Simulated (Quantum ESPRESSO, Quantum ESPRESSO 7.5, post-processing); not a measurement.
# AlN(10-10), stepped through the number of layers

Wanted: a table for AlN(10-10) against the number of layers, and what can be fitted to it.

Program: Quantum ESPRESSO 7.5. Level of theory: plane-wave DFT, PBE, GBRV ultrasoft pseudopotentials. Results are calculated unless marked as measured.

Most raw output is cut from this account.

### Step 1. Set-up

The structure is hexagonal, space group P6_3mc (No. 186). Conventional cell: a = 3.130 Å, b = 3.130 Å, c = 5.020 Å, α = 90.00°, β = 90.00°, γ = 120.00°. Nearest to Al lie 4 N at 1.90 to 1.92 Å. N has 4 Al at 1.90 to 1.92 Å nearest. Farther neighbours and most contacts between anions are not listed.

Set-up: Free-standing symmetric slabs with 16 Å of vacuum in the starting cell; all atoms relax without a field to tight forces. A sawtooth field of 0.1 V/Å with dipole correction is then applied with the ions held (f1) and with the ions free (r1). Fixed occupations. The slabs take the lattice constants of the bulk relaxed by the same program.

Members 4 and 5 took the same steps and show in the table alone.

### Step 2. Relaxing cell and ions of the reference

The bulk crystal is relaxed in cell and atoms; the members are built on its lattice constants.

Input file ref.vc.in:

```
&control
  prefix = 'ref.vc'
  outdir = './out'
  pseudo_dir = './pseudo'
  nstep = 40
  forc_conv_thr = 0.0003
  calculation = 'vc-relax'
/
&system
  ibrav = 0
  nat = 8
  ntyp = 2
  ecutwfc = 50
  ecutrho = 250
  occupations = 'smearing'
  smearing = 'fd'
  degauss = 0.002
/
&electrons
  conv_thr = 1e-09
  mixing_beta = 0.4
  electron_maxstep = 120
/
&ions
/
&cell
  press_conv_thr = 0.3
/
ATOMIC_SPECIES
  Al  26.9815  al_pbe_v1.uspp.F.UPF
  N   14.0070  n_pbe_v1.2.uspp.F.UPF
CELL_PARAMETERS angstrom
  3.13000000000000 0.00000000000000 0.00000000000000
  0.00000000000000 5.02000000000000 0.00000000000000
  0.00000000000000 0.00000000000000 5.42131902769059
ATOMIC_POSITIONS crystal
  Al  0.500000000000 0.500000000000 0.166666666700
  N   0.500000000000 0.882000000000 0.166666666700
  Al  0.000000000000 0.000000000000 0.333333333300
  N   0.000000000000 0.382000000000 0.333333333300
  Al  0.000000000000 0.500000000000 0.666666666700
  N   0.000000000000 0.882000000000 0.666666666700
  Al  0.500000000000 0.000000000000 0.833333333300
  N   0.500000000000 0.382000000000 0.833333333300
K_POINTS automatic
  7 5 4 0 0 0
```

On the command line:

```bash
$ OMP_NUM_THREADS=1 mpirun -n 4 pw.x -nk 4 -in ref.vc.in > ref.vc.out
```

It took 79 s on 4 MPI ranks of Arm Neoverse V1, shared host; peak memory 0.34 GiB.

Little changed from the start: no atom moved by 0.005 Å and no cell edge by 0.1 %.

 The last row is no step: it is a fresh SCF in the final cell with a new plane-wave basis, -0 meV from the row before.

This step gave:

```
free energy  : -1472.1860 eV
Fermi energy : 9.397 eV
```

### Step 3. Ground state of the reference

A bulk run at that cell gives the reference energy and levels.

Input file ref.bulk.in:

```
&control
  prefix = 'ref.bulk'
  outdir = './out'
  pseudo_dir = './pseudo'
  calculation = 'scf'
  tprnfor = .true.
/
&system
  ibrav = 0
  nat = 8
  ntyp = 2
  ecutwfc = 40
  ecutrho = 200
  occupations = 'smearing'
  smearing = 'fd'
  degauss = 0.002
  nbnd = 20
/
&electrons
  conv_thr = 1e-09
  mixing_beta = 0.4
  electron_maxstep = 120
/
ATOMIC_SPECIES
  Al  26.9815  al_pbe_v1.uspp.F.UPF
  N   14.0070  n_pbe_v1.2.uspp.F.UPF
CELL_PARAMETERS angstrom
  3.13182983500000 0.00000000000000 0.00000000000000
  0.00000000000000 5.02319053700000 0.00000000000000
  0.00000000000000 0.00000000000000 5.42440406500000
ATOMIC_POSITIONS crystal
  Al  0.500000000000 0.500312184600 0.166666232300
  N   0.500000000000 0.881687815300 0.166669306500
  Al  0.000000000000 0.000312184500 0.333333767800
  N   0.000000000000 0.381687816400 0.333330694200
  Al  0.000000000000 0.500312183900 0.666666232600
  N   0.000000000000 0.881687815300 0.666669305800
  Al  0.500000000000 0.000312184100 0.833333767400
  N   0.500000000000 0.381687815700 0.833330693500
K_POINTS automatic
  7 5 4 0 0 0
```

On the command line:

```bash
$ OMP_NUM_THREADS=1 mpirun -n 4 pw.x -nk 4 -in ref.bulk.in > ref.bulk.out
```

The job ended after 12 s (4 MPI ranks; peak memory 0.29 GiB; 48 s of CPU time).

This step gave:

- free energy: -1472.1770 eV
- valence top, on the run's zero: 6.908 eV
- conduction bottom, on the run's zero: 10.92 eV
- gap by band count: 4.009 eV

### Step 4. Relaxing the ions, 2 layers

What the set-up leaves free in this member is relaxed.

Input file m0.relax.in:

```
&control
  prefix = 'm0.relax'
  outdir = './out'
  pseudo_dir = './pseudo'
  nstep = 90
  forc_conv_thr = 6e-05
  calculation = 'relax'
  etot_conv_thr = 1e-07
/
&system
  ibrav = 0
  nat = 8
  ntyp = 2
  ecutwfc = 40
  ecutrho = 200
  occupations = 'fixed'
/
&electrons
  conv_thr = 1e-10
  mixing_beta = 0.4
  electron_maxstep = 120
/
&ions
/
ATOMIC_SPECIES
  Al  26.9815  al_pbe_v1.uspp.F.UPF
  N   14.0070  n_pbe_v1.2.uspp.F.UPF
CELL_PARAMETERS angstrom
  3.13182983500000 0.00000000000000 0.00000000000000
  0.00000000000000 5.02319053700000 0.00000000000000
  0.00000000000000 0.00000000000000 19.62537428171616
ATOMIC_POSITIONS crystal
  Al  0.500000000000 0.500000000000 0.407867505496
  N   0.500000000000 0.882000000000 0.407867505496
  Al  0.000000000000 0.000000000000 0.453933752734
  N   0.000000000000 0.382000000000 0.453933752734
  Al  0.000000000000 0.500000000000 0.546066247266
  N   0.000000000000 0.882000000000 0.546066247266
  Al  0.500000000000 0.000000000000 0.592132494504
  N   0.500000000000 0.382000000000 0.592132494504
K_POINTS automatic
  6 4 1 0 0 0
```

On the command line:

```bash
$ OMP_NUM_THREADS=1 mpirun -n 4 pw.x -nk 2 -in m0.relax.in > m0.relax.out
```

It took 3.4 min on 4 MPI ranks; peak memory 0.42 GiB.

The steps of the relaxation:

```csv
step,energy less that of the first step (eV),largest force (eV/Å)
1,0.0000,2.7280
2,-0.5350,2.1583
3,-0.8813,1.4426
4,-1.1037,0.9520
5,-1.1629,0.5221
6,-1.1967,0.4521
7,-1.2124,0.4268
8,-1.2294,0.2890
9,-1.2377,0.1494
10,-1.2399,0.1138
11,-1.2412,0.0975
12,-1.2420,0.0600
13,-1.2424,0.0462
14,-1.2426,0.0447
15,-1.2428,0.0393
16,-1.2430,0.0296
17,-1.2431,0.0146
18,-1.2431,0.0037
19,-1.2431,0.0005
20,-1.2431,0.0000
```

The atoms that moved most (Å):

```csv
atom,dx,dy,dz,length
Al7,0.000,0.115,-0.322,0.341
Al1,0.000,0.115,0.322,0.341
Al3,0.000,-0.016,-0.165,0.166
Al5,0.000,-0.016,0.165,0.166
N8,0.000,-0.046,-0.048,0.067
N2,0.000,-0.046,0.048,0.067
N6,0.000,-0.052,0.020,0.056
N4,0.000,-0.052,-0.020,0.056
```

Final coordinates:

```cif
data_structure
_symmetry_space_group_name_H-M 'P 1'
_symmetry_Int_Tables_number 1
_cell_length_a 3.1318
_cell_length_b 5.0232
_cell_length_c 19.6254
_cell_angle_alpha 90.000
_cell_angle_beta 90.000
_cell_angle_gamma 90.000
_cell_volume 308.74
loop_
_atom_site_label
_atom_site_type_symbol
_atom_site_fract_x
_atom_site_fract_y
_atom_site_fract_z
_atom_site_occupancy
Al1 Al 0.50000 0.52280 0.42425 1
N2 N 0.50000 0.87286 0.41033 1
Al3 Al 0.00000 0.99678 0.44552 1
N4 N 0.00000 0.37156 0.45294 1
Al5 Al 0.00000 0.49678 0.55448 1
N6 N 0.00000 0.87156 0.54706 1
Al7 Al 0.50000 0.02280 0.57575 1
N8 N 0.50000 0.37286 0.58967 1
```

The relaxation lowers the energy by 155 meV an atom.

Numbers from this step:

```
free energy                    : -1468.3194 eV
valence top, on the run's zero : -2.114 eV
```

### Step 5. Self-consistent run, 2 layers

A run with the dipole correction and no field is the reference.

Input file m0.f0.in:

```
&control
  prefix = 'm0.f0'
  outdir = './out'
  pseudo_dir = './pseudo'
  calculation = 'scf'
  tprnfor = .true.
  tefield = .true.
  dipfield = .true.
/
&system
  ibrav = 0
  nat = 8
  ntyp = 2
  ecutwfc = 40
  ecutrho = 200
  occupations = 'fixed'
  edir = 3
  emaxpos = 0.97
  eopreg = 0.04
  eamp = 0.0
  nbnd = 20
/
&electrons
  conv_thr = 1e-09
  mixing_beta = 0.4
  electron_maxstep = 120
  mixing_mode = 'plain'
/
ATOMIC_SPECIES
  Al  26.9815  al_pbe_v1.uspp.F.UPF
  N   14.0070  n_pbe_v1.2.uspp.F.UPF
CELL_PARAMETERS angstrom
  3.13182983500000 0.00000000000000 0.00000000000000
  0.00000000000000 5.02319053700000 0.00000000000000
  0.00000000000000 0.00000000000000 19.62537428171616
ATOMIC_POSITIONS crystal
  Al  0.500000000000 0.522803455300 0.424249666500
  N   0.500000000000 0.872862571400 0.410334885300
  Al  0.000000000000 -0.003223391600 0.445521390400
  N   0.000000000000 0.371557364900 0.452938161200
  Al  0.000000000000 0.496776608400 0.554478609600
  N   0.000000000000 0.871557364900 0.547061838800
  Al  0.500000000000 0.022803455300 0.575750333500
  N   0.500000000000 0.372862571400 0.589665114700
K_POINTS automatic
  6 4 1 0 0 0
```

On the command line:

```bash
$ OMP_NUM_THREADS=1 mpirun -n 4 pw.x -nk 2 -in m0.f0.in > m0.f0.out
```

It took 16 s on 4 MPI ranks; peak memory 0.4 GiB.

Read from the output:

| Item | Value |
| --- | --- |
| free energy | -1468.3193 eV |
| dipole along the normal | 0 e·Å |
| conduction bottom, on the run's zero | 0.4161 eV |
| gap by band count | 2.530 eV |

### Step 6. Electrostatic potential, 2 layers

plot_num = 11 writes the bare and Hartree potential, from which vacuum levels or, in a crystal, the mean potential are read.

Input file m0.f0.pot.in:

```
&inputpp
  prefix = 'm0.f0'
  outdir = './out'
  filplot = 'm0.f0.pot.dat'
  plot_num = 11
/
```

On the command line:

```bash
$ OMP_NUM_THREADS=1 mpirun -n 4 pp.x -in m0.f0.pot.in > m0.f0.pot.out
```

Elapsed: 0.87 s, on 4 MPI ranks; peak memory 0.09 GiB; 3.2 s of CPU time.

Read from the output:

```
slope of the potential above                                          : 2.07e-5 eV/Å
upper vacuum line continued to the top atoms, over the valence top    : 5.650 eV
slope of the potential below                                          : -1.83e-5 eV/Å
lower vacuum line continued to the bottom atoms, over the valence top : 5.650 eV
vacuum level at the upper face over the valence top of the mesh       : 5.650 eV
vacuum level at the lower face over the valence top of the mesh       : 5.651 eV
```

Electrostatic potential energy of an electron, with the sawtooth; zero at the highest filled level of the SCF mesh. The potential energy, planar mean by z:

z (Å), potential energy, planar mean (eV) and a bar from the least value:
```
        0        5.7 ##############################
        1        5.7 ##############################
        2        5.7 ##############################
        3        5.7 ##############################
        4        5.7 ##############################
        5        5.6 ##############################
        6        5.6 ##############################
        7        4.6 ############################
        8       -9.1 ######
        9      -10.1 #####
       10        0.9 ######################
       11      -13.1 
       12       -1.0 ###################
       13        5.3 #############################
       14        5.6 ##############################
       15        5.6 ##############################
       16        5.7 ##############################
       17        5.7 ##############################
       18        5.7 ##############################
       19        5.7 ##############################
```

### Step 7. Ground state, 2 layers: field 0.1 V/Å

The same atoms in a field; the change of the dipole measures the screening.

m0.f1.in, as its differences from the input of step 5:

```diff
@@ -1,3 +1,3 @@
 &control
-  prefix = 'm0.f0'
+  prefix = 'm0.f1'
   outdir = './out'
@@ -19,3 +19,3 @@
   eopreg = 0.04
-  eamp = 0.0
+  eamp = 0.00194469
   nbnd = 20
@@ -27,2 +27,3 @@
   mixing_mode = 'plain'
+  startingpot = 'file'
 /
```

On the command line:

```bash
$ cp -r out/m0.f0.save out/m0.f1.save
$ OMP_NUM_THREADS=1 mpirun -n 4 pw.x -nk 2 -in m0.f1.in > m0.f1.out
```

The job ended after 15 s (4 MPI ranks; peak memory 0.4 GiB).

Numbers from this step:

* free energy: -1468.3215 eV
* dipole along the normal: 0.04416 e·Å
* valence top, on the run's zero: -2.099 eV
* conduction bottom, on the run's zero: 0.4269 eV
* gap by band count: 2.526 eV

### Step 8. Potential by pp.x, 2 layers

Input file m0.f1.pot.in:

```
&inputpp
  prefix = 'm0.f1'
  outdir = './out'
  filplot = 'm0.f1.pot.dat'
  plot_num = 11
/
```

On the command line:

```bash
$ OMP_NUM_THREADS=1 mpirun -n 4 pp.x -in m0.f1.pot.in > m0.f1.pot.out
```

Run time: 0.87 s. Hardware: 4 MPI ranks; peak memory 0.11 GiB.

This step gave:

```
slope of the potential above                                          : 0.1000 eV/Å
upper vacuum line continued to the top atoms, over the valence top    : 5.572 eV
slope of the potential below                                          : 0.09997 eV/Å
lower vacuum line continued to the bottom atoms, over the valence top : 5.728 eV
```

Electrostatic potential energy of an electron, with the sawtooth; zero at the highest filled level of the SCF mesh. Potential energy, planar mean against z:

```csv
z (Å),"potential energy, planar mean (eV)"
0.0,5.29
0.5,4.97
1.0,5.02
1.5,5.07
2.0,5.12
2.5,5.17
3.0,5.22
3.5,5.27
4.0,5.32
4.5,5.37
5.0,5.42
5.5,5.45
6.0,5.45
6.5,5.30
7.0,4.50
7.5,0.983
8.0,-9.16
8.5,-12.8
9.0,-10.2
9.5,-0.176
10.0,0.935
10.5,-7.40
11.0,-13.1
11.5,-10.9
12.0,-1.02
12.5,4.12
13.0,5.35
13.5,5.68
14.0,5.79
14.5,5.86
15.0,5.91
15.5,5.96
16.0,6.01
16.5,6.07
17.0,6.11
17.5,6.16
18.0,6.21
18.5,6.27
19.0,6.29
19.5,5.51
```

The slope in the vacuum is 0.100 eV/Å for an applied 0.10 V/Å, as it should be.

### Step 9. Response between 0 and 0.1 V/A, ions held, 2 layers

The polarisability follows from the two dipoles.

This step gave:

- change of slope in the vacuum: 0.09999 eV/Å
- polarisability a cell: 6.359 Å³
- sheet polarisability 4πα/A: 5.080 Å

Table of change of the potential energy, second field less first by z:

z (Å), change of the potential energy, second field less first (eV) and a bar from the least value:
```
      0.0     -0.363 #######
      0.5     -0.677 
      1.0     -0.627 #
      1.5     -0.577 ##
      2.0     -0.527 ###
      2.5     -0.477 #####
      3.0     -0.427 ######
      3.5     -0.377 #######
      4.0     -0.327 ########
      4.5     -0.277 #########
      5.0     -0.227 ##########
      5.5     -0.178 ###########
      6.0     -0.131 ############
      6.5     -0.087 #############
      7.0     -0.053 ##############
      7.5     -0.032 ###############
      8.0     -0.023 ###############
      8.5     -0.020 ###############
      9.0     -0.017 ###############
      9.5     -0.008 ###############
     10.0      0.005 ###############
     10.5      0.015 ################
     11.0      0.020 ################
     11.5      0.022 ################
     12.0      0.029 ################
     12.5      0.046 ################
     13.0      0.078 #################
     13.5      0.121 ##################
     14.0      0.167 ###################
     14.5      0.216 ####################
     15.0      0.266 #####################
     15.5      0.316 #######################
     16.0      0.366 ########################
     16.5      0.416 #########################
     17.0      0.466 ##########################
     17.5      0.516 ###########################
     18.0      0.566 ############################
     18.5      0.616 #############################
     19.0      0.644 ##############################
     19.5     -0.143 ############
```

### Step 10. Relaxing the ions, 2 layers: field 0.1 V/Å

Now the ions may follow the field.

m0.r1.in, as its differences from the input of step 7:

```diff
@@ -1,9 +1,11 @@
 &control
-  prefix = 'm0.f1'
+  prefix = 'm0.r1'
   outdir = './out'
   pseudo_dir = './pseudo'
-  calculation = 'scf'
-  tprnfor = .true.
+  nstep = 90
+  forc_conv_thr = 6e-05
+  calculation = 'relax'
   tefield = .true.
   dipfield = .true.
+  etot_conv_thr = 1e-07
 /
@@ -20,10 +22,9 @@
   eamp = 0.00194469
-  nbnd = 20
 /
 &electrons
-  conv_thr = 1e-09
+  conv_thr = 1e-10
   mixing_beta = 0.4
   electron_maxstep = 120
-  mixing_mode = 'plain'
-  startingpot = 'file'
+/
+&ions
 /
```

On the command line:

```bash
$ OMP_NUM_THREADS=1 mpirun -n 4 pw.x -nk 2 -in m0.r1.in > m0.r1.out
```

Run time: 86 s. Hardware: 4 MPI ranks; peak memory 0.4 GiB.

Hardly anything moved in the relaxation; the energy changed by under 0.2 meV an atom.

Numbers from this step:

| Property | Result |
| --- | --- |
| free energy | -1468.3218 eV |
| dipole along the normal | 0.04970 e·Å |
| valence top, on the run's zero | -2.1 eV |

### Step 11. Potential by pp.x, 2 layers

Input file m0.r1.pot.in:

```
&inputpp
  prefix = 'm0.r1'
  outdir = './out'
  filplot = 'm0.r1.pot.dat'
  plot_num = 11
/
```

On the command line:

```bash
$ OMP_NUM_THREADS=1 mpirun -n 4 pp.x -in m0.r1.pot.in > m0.r1.pot.out
```

The job ended after 0.86 s (4 MPI ranks; peak memory 0.11 GiB; 3.2 s of CPU time).

Read from the output:

```
upper vacuum line continued to the top atoms, over the valence top    : 5.540 eV
slope of the potential below                                          : 0.09998 eV/Å
lower vacuum line continued to the bottom atoms, over the valence top : 5.760 eV
```

Electrostatic potential energy of an electron, with the sawtooth; zero at the highest filled level of the SCF mesh. The potential energy, planar mean by z:

z (Å), potential energy, planar mean (eV) and a bar from the least value:
```
      0.0        5.3 #############################
      0.5        5.0 ############################
      1.0        5.1 ############################
      1.5        5.1 ############################
      2.0        5.2 ############################
      2.5        5.2 ############################
      3.0        5.3 ############################
      3.5        5.3 #############################
      4.0        5.4 #############################
      4.5        5.4 #############################
      5.0        5.5 #############################
      5.5        5.5 #############################
      6.0        5.5 #############################
      6.5        5.3 #############################
      7.0        4.5 ###########################
      7.5        1.0 ######################
      8.0       -9.1 ######
      8.5      -12.8 #
      9.0      -10.2 #####
      9.5       -0.2 ####################
     10.0        0.9 ######################
     10.5       -7.4 #########
     11.0      -13.1 
     11.5      -11.0 ###
     12.0       -1.0 ###################
     12.5        4.1 ###########################
     13.0        5.3 #############################
     13.5        5.6 #############################
     14.0        5.8 #############################
     14.5        5.8 #############################
     15.0        5.9 #############################
     15.5        5.9 #############################
     16.0        6.0 ##############################
     16.5        6.0 ##############################
     17.0        6.1 ##############################
     17.5        6.1 ##############################
     18.0        6.2 ##############################
     18.5        6.2 ##############################
     19.0        6.3 ##############################
     19.5        5.5 #############################
```

The slope in the vacuum is 0.100 eV/Å for an applied 0.10 V/Å, as it should be.

### Step 12. Response between 0 and 0.1 V/A, ions free, 2 layers

The response with the ions free follows from the relaxed dipole.

Numbers from this step:

| Quantity | Value |
| --- | --- |
| polarisability a cell | 7.156 Å³ |
| sheet polarisability 4πα/A | 5.716 Å |

Change of the potential energy, second field less first against z:

```csv
z (Å),"change of the potential energy, second field less first (eV)"
0.0,-0.347
0.5,-0.645
1.0,-0.595
1.5,-0.545
2.0,-0.495
2.5,-0.445
3.0,-0.395
3.5,-0.345
4.0,-0.295
4.5,-0.245
5.0,-0.196
5.5,-0.147
6.0,-0.0988
6.5,-0.0546
7.0,-0.0186
7.5,-0.00292
8.0,0.0143
8.5,-0.00277
9.0,-0.0258
9.5,-0.0108
10.0,0.00688
10.5,0.0201
11.0,0.0225
11.5,-0.0251
12.0,0.00422
12.5,0.0115
13.0,0.0446
13.5,0.0877
14.0,0.135
14.5,0.184
15.0,0.234
15.5,0.283
16.0,0.333
16.5,0.383
17.0,0.433
17.5,0.483
18.0,0.533
18.5,0.583
19.0,0.613
19.5,-0.138
```

[end of part 1 of 2]

[Logs are printed without paths, hosts, clocks, repeated set-up lines and the standing remarks that a program may print on its own settings, such as how far it seeks lower states.]

[Hosts, paths, dates, database ids (printed as entryN), source tags and the programs' standing remarks are cut or masked in the printed files.]

[Maps of the electrostatic potential energy from Ansatz leave out the sawtooth potential of an applied field or a dipole correction, so their vacuum need not be flat; planar profiles and work functions include it.]
